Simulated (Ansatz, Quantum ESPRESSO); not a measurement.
# Work function of Mo(100), 5 layers, one monolayer of Si on top sites, part 2 of 5

Wanted: work functions and the surface dipole of Mo(100), 5 layers, one monolayer of Si on top sites at several levels, with their cost.

Quantum ESPRESSO 7.5; plane-wave DFT, PBE, GBRV ultrasoft pseudopotentials; geometry and cross-check by Ansatz 0.2.0 with PAW datasets.

So far. Step 2 (Relaxation with Ansatz): The relaxation lowers the energy by 32 meV an atom. Held were the atoms numbered 1, 2 and 3; the forces quoted are those on the free ones.

### 3. Ground state

A dipole correction (tefield, dipfield, eamp = 0) lets each face keep its own vacuum level; its ramp sits in the vacuum at emaxpos, and symmetry is switched off.

Level of this step: plane-wave DFT, PBE, GBRV ultrasoft pseudopotentials (Quantum ESPRESSO 7.5).

The input, scf.in:

```
&control
  prefix = 'scf'
  outdir = './out'
  pseudo_dir = './pseudo'
  calculation = 'scf'
  tprnfor = .true.
  tefield = .true.
  dipfield = .true.
/
&system
  ibrav = 0
  nat = 6
  ntyp = 2
  ecutwfc = 40
  ecutrho = 200
  occupations = 'smearing'
  smearing = 'mv'
  degauss = 0.02
  edir = 3
  emaxpos = 0.97
  eopreg = 0.04
  eamp = 0.0
/
&electrons
  conv_thr = 1e-07
  mixing_beta = 0.4
  electron_maxstep = 120
  mixing_mode = 'local-TF'
/
ATOMIC_SPECIES
  Mo  95.9500  mo_pbe_v1.uspp.F.UPF
  Si  28.0850  si_pbe_v1.uspp.F.UPF
CELL_PARAMETERS angstrom
  3.15000000000000 0.00000000000000 0.00000000000000
  0.00000000000000 3.15000000000000 0.00000000000000
  0.00000000000000 0.00000000000000 25.30000000000000
ATOMIC_POSITIONS crystal
  Mo  0.000000000000 0.000000000000 0.328063241100
  Mo  0.500000000000 0.500000000000 0.390316205500
  Mo  0.000000000000 0.000000000000 0.452569170000
  Mo  0.500000000000 0.500000000000 0.516655052112
  Mo  -0.000000000000 0.000000000000 0.575476801481
  Si  -0.000000000000 0.000000000000 0.671358630767
K_POINTS automatic
  8 8 1 0 0 0
```

The run is started by

```sh
$ OMP_NUM_THREADS=1 mpirun -n 4 pw.x -nk 4 -in scf.in > scf.out
```

The log of the run:

```text
Program PWSCF v.7.5 starts
[citation notice left out]

     Parallel version (MPI & OpenMP), running on       4 processor cores
     Number of MPI processes:                 4
     Threads/MPI process:                     1

     MPI processes distributed on     1 nodes
[...]
Current dimensions of program PWSCF are:
     Max number of different atomic species (ntypx) = 10
     Max number of k-points (npk) =  40000
     Max angular momentum in pseudopotentials (lmaxx) =  4
     Presently no symmetry can be used with electric field

     K-points division:     npool     =       4
     Subspace diagonalization in iterative solution of the eigenvalue problem:
     a serial algorithm will be used

     G-vector sticks info
     --------------------
     sticks:   dense  smooth     PW     G-vecs:    dense   smooth      PW
     Sum         561     437    137                80871    57637   10099

     Using Slab Decomposition

     bravais-lattice index     =            0
     lattice parameter (alat)  =       5.9526  a.u.
     unit-cell volume          =    1694.0968 (a.u.)^3
     number of atoms/cell      =            6
     number of atomic types    =            2
     number of electrons       =        74.00
     number of Kohn-Sham states=           44
     kinetic-energy cutoff     =      40.0000  Ry
     charge density cutoff     =     200.0000  Ry
     scf convergence threshold =      1.0E-07
     mixing beta               =       0.4000
     number of iterations used =            8  local-TF  mixing
     Exchange-correlation= SLA  PW   PBE  PBE
                           (   1   4   3   4   0   0   0)

     celldm(1)=   5.952637  celldm(2)=   0.000000  celldm(3)=   0.000000
     celldm(4)=   0.000000  celldm(5)=   0.000000  celldm(6)=   0.000000

     crystal axes: (cart. coord. in units of alat)
               a(1) = (   1.000000   0.000000   0.000000 )
               a(2) = (   0.000000   1.000000   0.000000 )
               a(3) = (   0.000000   0.000000   8.031746 )

     reciprocal axes: (cart. coord. in units 2 pi/alat)
               b(1) = (  1.000000  0.000000  0.000000 )
               b(2) = (  0.000000  1.000000  0.000000 )
               b(3) = (  0.000000  0.000000  0.124506 )

     PseudoPot. # 1 for Mo read from file:
     ./pseudo/mo_pbe_v1.uspp.F.UPF
     Pseudo is Ultrasoft + core correction, Zval = 14.0
     Generated by new atomic code, or converted to UPF format
     Using radial grid of  889 points,  6 beta functions with:
                l(1) =   0
                l(2) =   0
                l(3) =   1
                l(4) =   1
                l(5) =   2
                l(6) =   2
     Q(r) pseudized with  6 coefficients,  rinner =    1.000   1.000   1.000
                                                       1.000   1.000

     PseudoPot. # 2 for Si read from file:
     ./pseudo/si_pbe_v1.uspp.F.UPF
     Pseudo is Ultrasoft + core correction, Zval =  4.0
     Generated by new atomic code, or converted to UPF format
     Using radial grid of  899 points,  6 beta functions with:
                l(1) =   0
                l(2) =   0
                l(3) =   1
                l(4) =   1
                l(5) =   2
                l(6) =   2
     Q(r) pseudized with  8 coefficients,  rinner =    0.900   0.900   0.900
                                                       0.900   0.900

     atomic species   valence    mass     pseudopotential
     Mo               14.00    95.95000     Mo( 1.00)
     Si                4.00    28.08500     Si( 1.00)

     No symmetry found

   Cartesian axes

     site n.     atom                  positions (alat units)
         1        Mo     tau(   1) = (   0.0000000   0.0000000   2.6349206  )
         2        Mo     tau(   2) = (   0.5000000   0.5000000   3.1349206  )
         3        Mo     tau(   3) = (   0.0000000   0.0000000   3.6349206  )
         4        Mo     tau(   4) = (   0.5000000   0.5000000   4.1496422  )
         5        Mo     tau(   5) = (   0.0000000   0.0000000   4.6220835  )
         6        Si     tau(   6) = (   0.0000000   0.0000000   5.3921820  )

     number of k points=    34  Marzari-Vanderbilt smearing, width (Ry)=  0.0200
                       cart. coord. in units 2pi/alat
        k(    1) = (   0.0000000   0.0000000   0.0000000), wk =   0.0312500
        k(    2) = (   0.0000000   0.1250000   0.0000000), wk =   0.0625000
        k(    3) = (   0.0000000   0.2500000   0.0000000), wk =   0.0625000
        k(    4) = (   0.0000000   0.3750000   0.0000000), wk =   0.0625000
        k(    5) = (   0.0000000  -0.5000000   0.0000000), wk =   0.0312500
        k(    6) = (   0.1250000   0.0000000   0.0000000), wk =   0.0625000
        k(    7) = (   0.1250000   0.1250000   0.0000000), wk =   0.0625000
        k(    8) = (   0.1250000   0.2500000   0.0000000), wk =   0.0625000
        k(    9) = (   0.1250000   0.3750000   0.0000000), wk =   0.0625000
        k(   10) = (   0.1250000  -0.5000000   0.0000000), wk =   0.0625000
[...]
k(   34) = (  -0.5000000  -0.5000000   0.0000000), wk =   0.0312500

     Dense  grid:    80871 G-vectors     FFT dimensions: (  27,  27, 216)

     Smooth grid:    57637 G-vectors     FFT dimensions: (  24,  24, 200)

     Estimated max dynamical RAM per process >     171.54 MB

     Estimated total dynamical RAM >     626.93 MB

     Initial potential from superposition of free atoms

     starting charge      73.9940, renormalised to      74.0000

     negative rho (up, down):  4.433E-03 0.000E+00

     Adding external electric field

     Computed dipole along edir(3) :
        Dipole                0.0036 Ry au,          0.0092 Debye
        Dipole field          0.0000 Ry au,

        Potential amp.       -0.0025 Ry
        Total length         45.8977 bohr

     Starting wfcs are   69 randomized atomic wfcs

     total cpu time spent up to now is        2.6 secs

     per-process dynamical memory:    94.7 Mb

     Self-consistent Calculation

     iteration #  1     ecut=    40.00 Ry     beta= 0.40
     Davidson diagonalization with overlap
     ethr =  1.00E-02,  avg # of iterations =  2.0

     negative rho (up, down):  1.613E-03 0.000E+00

     Adding external electric field

     Computed dipole along edir(3) :
        Dipole                0.0065 Ry au,          0.0164 Debye
        Dipole field          0.0000 Ry au,

        Potential amp.       -0.0044 Ry
        Total length         45.8977 bohr

     total cpu time spent up to now is        7.0 secs

[...]
negative rho (up, down):  3.983E-03 0.000E+00

[...]
Dipole               -0.1108 Ry au,         -0.2816 Debye
[...]
total energy              =    -705.94300052 Ry
     estimated scf accuracy    <       0.00101089 Ry

     iteration # 19     ecut=    40.00 Ry     beta= 0.40
[...]
negative rho (up, down):  4.140E-03 0.000E+00

[...]
Dipole               -0.1128 Ry au,         -0.2866 Debye
[...]
total energy              =    -705.94301417 Ry
     estimated scf accuracy    <       0.00005854 Ry

     iteration # 20     ecut=    40.00 Ry     beta= 0.40
[...]
negative rho (up, down):  4.601E-03 0.000E+00

[...]
Dipole               -0.1167 Ry au,         -0.2965 Debye
[...]
total energy              =    -705.94301869 Ry
     estimated scf accuracy    <       0.00001175 Ry

     iteration # 21     ecut=    40.00 Ry     beta= 0.40
[...]
negative rho (up, down):  4.711E-03 0.000E+00

[...]
Dipole               -0.1180 Ry au,         -0.3000 Debye
[...]
total energy              =    -705.94301944 Ry
     estimated scf accuracy    <       0.00000421 Ry

     iteration # 22     ecut=    40.00 Ry     beta= 0.40
[...]
negative rho (up, down):  4.591E-03 0.000E+00

[...]
Dipole               -0.1187 Ry au,         -0.3016 Debye
[...]
total energy              =    -705.94301993 Ry
     estimated scf accuracy    <       0.00000496 Ry

     iteration # 23     ecut=    40.00 Ry     beta= 0.40
[...]
negative rho (up, down):  4.632E-03 0.000E+00

[...]
Dipole               -0.1188 Ry au,         -0.3019 Debye
[...]
total energy              =    -705.94302029 Ry
     estimated scf accuracy    <       0.00000026 Ry

     iteration # 24     ecut=    40.00 Ry     beta= 0.40
[...]
negative rho (up, down):  4.616E-03 0.000E+00

[...]
Dipole               -0.1187 Ry au,         -0.3017 Debye
[...]
total energy              =    -705.94302034 Ry
     estimated scf accuracy    <       0.00000037 Ry

     iteration # 25     ecut=    40.00 Ry     beta= 0.40
[...]
negative rho (up, down):  4.599E-03 0.000E+00

[...]
Dipole               -0.1194 Ry au,         -0.3035 Debye
[...]
End of self-consistent calculation

          k = 0.0000 0.0000 0.0000 (  7181 PWs)   bands (ev):

   -56.7979 -56.5622 -56.3960 -56.3382 -56.0770 -31.0323 -30.9430 -30.9430
   -30.8097 -30.6072 -30.6072 -30.5815 -30.4004 -30.4004 -30.2918 -30.1210
   -30.1210 -30.0071 -29.8919 -29.8919  -3.8935  -2.0054  -0.5038  -0.4041
    -0.3247   0.5670   0.8812   1.1162   2.1886   2.8145   3.1980   3.1980
     3.5110   3.6535   3.6535   4.1863   4.3262   4.3828   4.3828   4.3914
     5.6010   5.7145   5.7801   5.7801

          k = 0.0000 0.1250 0.0000 (  7196 PWs)   bands (ev):

   -56.7847 -56.5563 -56.3887 -56.3442 -56.0830 -31.0659 -31.0359 -30.9129
   -30.7721 -30.6952 -30.5876 -30.5138 -30.4855 -30.3953 -30.2306 -30.1589
   -30.1398 -29.9827 -29.9147 -29.9098  -3.6970  -1.7039  -0.3007  -0.2357
    -0.0840   0.6661   0.9918   1.2239   2.2632   2.7990   2.8968   2.9367
     3.1329   3.7626   3.7934   3.8602   4.0471   4.4856   5.0081   5.0116
     5.0803   5.3555   5.8576   6.3424

          k = 0.0000 0.2500 0.0000 (  7180 PWs)   bands (ev):

   -56.7506 -56.5428 -56.3700 -56.3597 -56.0996 -31.1855 -31.1528 -30.8304
   -30.8029 -30.7722 -30.5456 -30.5387 -30.5006 -30.3795 -30.2413 -30.1923
   -30.1536 -29.9773 -29.9581 -29.9302  -3.1400  -0.9437  -0.1203   0.0665
     0.6556   0.7642   0.8829   1.9901   2.2414   2.3107   2.8730   3.1035
     3.3226   3.3842   3.5762   3.5860   3.9156   4.8827   5.0250   5.1802
     5.2532   5.3491   5.4480   5.7292

          k = 0.0000 0.3750 0.0000 (  7202 PWs)   bands (ev):

   -56.7117 -56.5309 -56.3813 -56.3445 -56.1198 -31.2904 -31.2584 -30.9018
   -30.8065 -30.7210 -30.5985 -30.5050 -30.4999 -30.3468 -30.2592 -30.2441
   -30.1437 -30.0594 -29.9482 -29.9332  -2.3618  -0.3436  -0.2977   0.2700
     1.0539   1.1742   1.4557   1.7539   1.8503   2.2183   2.8652   2.8933
     3.2248   3.2629   3.7689   4.0563   4.4294   4.5398   5.0128   5.0464
     5.2727   5.3191   5.8483   5.9908

          k = 0.0000-0.5000 0.0000 (  7168 PWs)   bands (ev):

   -56.6935 -56.5269 -56.3907 -56.3329 -56.1299 -31.3276 -31.3034 -30.9357
   -30.8343 -30.6533 -30.6339 -30.5039 -30.4949 -30.3155 -30.2923 -30.2281
   -30.1532 -30.1078 -29.9390 -29.9384  -1.8807  -0.4138  -0.3089   0.4481
     1.1379   1.4872   1.5709   1.5848   1.6775   2.2777   2.4249   2.7568
     3.1034   3.3239   3.7302   4.3364   4.5951   4.8462   4.8672   5.1348
     5.4630   5.7735   6.1171   6.3508

          k = 0.1250 0.0000 0.0000 (  7196 PWs)   bands (ev):

   -56.7847 -56.5563 -56.3887 -56.3442 -56.0830 -31.0659 -31.0359 -30.9129
   -30.7721 -30.6952 -30.5876 -30.5138 -30.4855 -30.3953 -30.2306 -30.1589
   -30.1398 -29.9827 -29.9147 -29.9098  -3.6970  -1.7039  -0.3007  -0.2357
    -0.0840   0.6661   0.9918   1.2239   2.2632   2.7990   2.8968   2.9367
     3.1329   3.7626   3.7934   3.8602   4.0471   4.4856   5.0081   5.0116
     5.0803   5.3555   5.8576   6.3424

[...]
the Fermi energy is     4.4235 ev

!    total energy              =    -705.94302036 Ry
     estimated scf accuracy    <       0.00000003 Ry
     smearing contrib. (-TS)   =      -0.00058212 Ry
     internal energy E=F+TS    =    -705.94243824 Ry

     The total energy is F=E-TS. E is the sum of the following terms:
     one-electron contribution =   -6790.69213613 Ry
     hartree contribution      =    3397.84049244 Ry
     xc contribution           =    -100.55098583 Ry
     ewald contribution        =    2787.46008555 Ry
     electric field correction =       0.00010573 Ry

     convergence has been achieved in  25 iterations

     negative rho (up, down):  4.599E-03 0.000E+00

     Forces acting on atoms (cartesian axes, Ry/au):

     atom    1 type  1   force =     0.00000005   -0.00000005    0.05013550
     atom    2 type  1   force =    -0.00000009    0.00000012   -0.03957409
     atom    3 type  1   force =     0.00000017    0.00000002   -0.00891252
     atom    4 type  1   force =    -0.00000016    0.00000023   -0.00143196
     atom    5 type  1   force =     0.00000002   -0.00000035    0.00126213
     atom    6 type  2   force =     0.00000002    0.00000003   -0.00147905

     Total force =     0.064536     Total SCF correction =     0.000666

[...]
=------------------------------------------------------------------------------=
   JOB DONE.
=------------------------------------------------------------------------------=
[key lines of the parts left out:]
Dipole field         -0.0009 Ry au,
```

Elapsed: 1.9 min, on 4 MPI ranks of Arm Neoverse V2, shared host; peak memory 0.77 GiB; 7.7 min of CPU time.

This step gave:

| Item | Value |
| --- | --- |
| free energy | -9604.8441 eV |
| Fermi energy | 4.423 eV |
| dipole along the normal | -0.06319 e·Å |

The run needed 25 iterations to bring the estimated error under 1e-07 Ry; the largest force on any atom, held or free, is 1.29 eV/Å.

### 4. Electrostatic potential

The vacuum level is read from the electrostatic potential (plot_num = 11), averaged over planes.

The input, pot.in:

```
&inputpp
  prefix = 'scf'
  outdir = './out'
  filplot = 'pot.dat'
  plot_num = 11
/
```

The run is started by

```sh
$ OMP_NUM_THREADS=1 mpirun -n 4 pp.x -in pot.in > pot.out
```

The log of the run:

```text
[banner, memory and clock lines left out]
Program POST-PROC v.7.5 starts

          URL

     ./out/scf.save/

     IMPORTANT: XC functional enforced from input :
     Exchange-correlation= PBE
                           (   1   4   3   4   0   0   0)
     Any further DFT definition will be discarded
     Please, verify this is what you really want

     negative rho (up, down):  4.599E-03 0.000E+00

     Adding external electric field

     Computed dipole along edir(3) :
        Dipole               -0.1194 Ry au,         -0.3035 Debye
        Dipole field         -0.0009 Ry au,

        Potential amp.        0.0813 Ry
        Total length         45.8977 bohr

     Calling punch_plot, plot_num =  11

     Adding external electric field

     Computed dipole along edir(3) :
        Dipole               -0.1194 Ry au,         -0.3035 Debye
        Dipole field         -0.0009 Ry au,

        Potential amp.        0.0813 Ry
        Total length         45.8977 bohr

     Writing data to file  pot.dat
     Message from routine chdens:
     namelist plot not found or invalid, exiting
```

Run time: 0.95 s. Hardware: 4 MPI ranks; peak memory 0.1 GiB; 3.5 s of CPU time.

Numbers from this step:

| Quantity | Value |
| --- | --- |
| work function of the upper face | 5.095 eV |
| slope of the potential above | 1.37e-4 eV/Å |
| upper vacuum line continued to the top atoms, over the Fermi level | 5.095 eV |
| work function of the lower face | 3.943 eV |
| slope of the potential below | -8.54e-4 eV/Å |
| lower vacuum line continued to the bottom atoms, over the Fermi level | 3.938 eV |

The potential energy, planar mean oscillates, so the rows of the table below give means over windows of 1.58 Å about each position, cut where the curve ends. Its maxima inside the range that stand out by 2 % of the span (Å: eV): 9.1: -8.10, 10.7: -8.43, 12.3: -7.60, 13.8: -9.70, 15.8: 2.12, 24.4: 5.10. Its minima: 8.3: -23.5, 9.8: -23.9, 11.5: -24.0, 13.1: -23.9, 14.5: -23.6, 17.0: -9.53.

Electrostatic potential energy of an electron, with the sawtooth; zero at the Fermi level. The potential energy, planar mean by z; means over each step:

z (Å), potential energy, planar mean (eV) and a bar from the least value:
```
     0.79        4.0 ############################
     2.37        3.9 ############################
     3.95        3.9 ############################
     5.53        3.8 ############################
     7.11       -0.8 ######################
     8.69      -15.6 ##
    10.27      -16.2 #
    11.85      -15.7 ##
    13.43      -16.8 
    15.01      -11.4 #######
    16.59       -4.4 #################
    18.17        1.8 #########################
    19.75        5.0 ##############################
    21.33        5.1 ##############################
    22.91        5.1 ##############################
    24.49        4.9 ##############################
```

Electrostatic potential energy in the ca plane at fractional y = 0.000, with atoms of Mo and Si within 0.2 Å of it. With pseudopotentials it is smooth inside the atoms' cores, unlike the true potential.

Ten even steps from '0' (-133 eV) to '9' (5 eV), each cell a mean:
```
30048999720169998500389865579999999999999999
75589999865689999865799987789999999999999999
99999999998999999999999999999999999999999999
99999999999999999999999999999999999999999999
99999999999999999999999999999999999999999999
87789999987899999877899998899999999999999999
52268999842379998622589876689999999999999999
20038999600058998300279864579999999999999999
```
Columns run along c (16.0 Å, from fractional 0.31 to 0.94 of the cell; values clipped at the 3rd and 97th percentile), rows up along a (3.1 Å). Atoms in or near the plane, at fractional coordinates: Mo at (0.33, 0.00), Mo at (0.45, 0.00), Mo at (0.58, 0.00), Si at (0.67, 0.00).

The vacuum is flat to 0.9 meV/Å, so its level is well defined. Inside the slab the curve depends on the local part of the pseudopotentials; only the vacuum level has a meaning of its own.

### 5. Planar and running averages

A running mean over one period damps the atomic wiggles and leaves the mean of this pseudopotential's potential.

The input, avg.in:

```
1
pot.dat
1.0
643
3
2.9763186463
```

The run is started by

```sh
$ OMP_NUM_THREADS=1 average.x < avg.in > avg.out
```

The log of the run:

```text
[banner, memory and clock lines left out]
Program AVERAGE v.7.5 starts

          URL

     Reading header from file  pot.dat
     Reading data from file  pot.dat
     Output written to file avg.dat

[...]
```

Elapsed: 0.52 s, on 1 MPI rank; peak memory 0.1 GiB.

Numbers from this step:

| Property | Result |
| --- | --- |
| average.x's running mean inside the slab, on the run's own zero | -11.76 eV |
| mean potential by an exact Fourier window inside the slab, on the run's own zero | -11.76 eV |

The potential energy (planar mean) oscillates, so the rows of the table below give means over windows of 1.61 Å about each position, cut where the curve ends. Its maxima inside the range that stand out by 2 % of the span (Å: eV): 9.0: -8.04, 10.6: -8.53, 12.3: -7.53, 13.8: -9.70, 15.9: 2.12, 24.4: 5.10. Its minima: 8.3: -23.5, 9.9: -24.0, 11.4: -24.1, 13.1: -23.9, 14.6: -23.6, 17.0: -9.50.

Electrostatic potential energy of an electron, with the sawtooth; zero at the Fermi level; window 1.5750 Å. The potential energy by z; means over each step:

| z (Å) | planar mean (eV) | running mean (eV) |
| --- | --- | --- |
| 0.81 | 3.97 | 4.03 |
| 2.42 | 3.94 | 3.94 |
| 4.02 | 3.94 | 3.93 |
| 5.63 | 3.75 | 3.66 |
| 7.24 | -2.59 | -3.76 |
| 8.85 | -15.8 | -15.5 |
| 10.46 | -16.3 | -16.2 |
| 12.07 | -15.6 | -15.7 |
| 13.68 | -17.3 | -16.6 |
| 15.29 | -7.30 | -7.57 |
| 16.90 | -5.36 | -4.10 |
| 18.51 | 3.61 | 2.84 |
| 20.12 | 5.07 | 5.05 |
| 21.73 | 5.10 | 5.09 |
| 23.34 | 5.10 | 5.09 |
| 24.95 | 4.83 | 4.74 |

Where the running mean is not flat inside, average.x's window, rounded to the grid, doesn't match the spacings there.

[end of part 2 of 5]

[Logs are printed without paths, hosts, clocks, repeated set-up lines and the standing remarks that a program may print on its own settings, such as how far it seeks lower states.]

[Hosts, paths, dates, database ids (printed as entryN), source tags and the programs' standing remarks are cut or masked in the printed files.]

[Maps of the electrostatic potential energy from Ansatz leave out the sawtooth potential of an applied field or a dipole correction, so their vacuum need not be flat; planar profiles and work functions include it.]
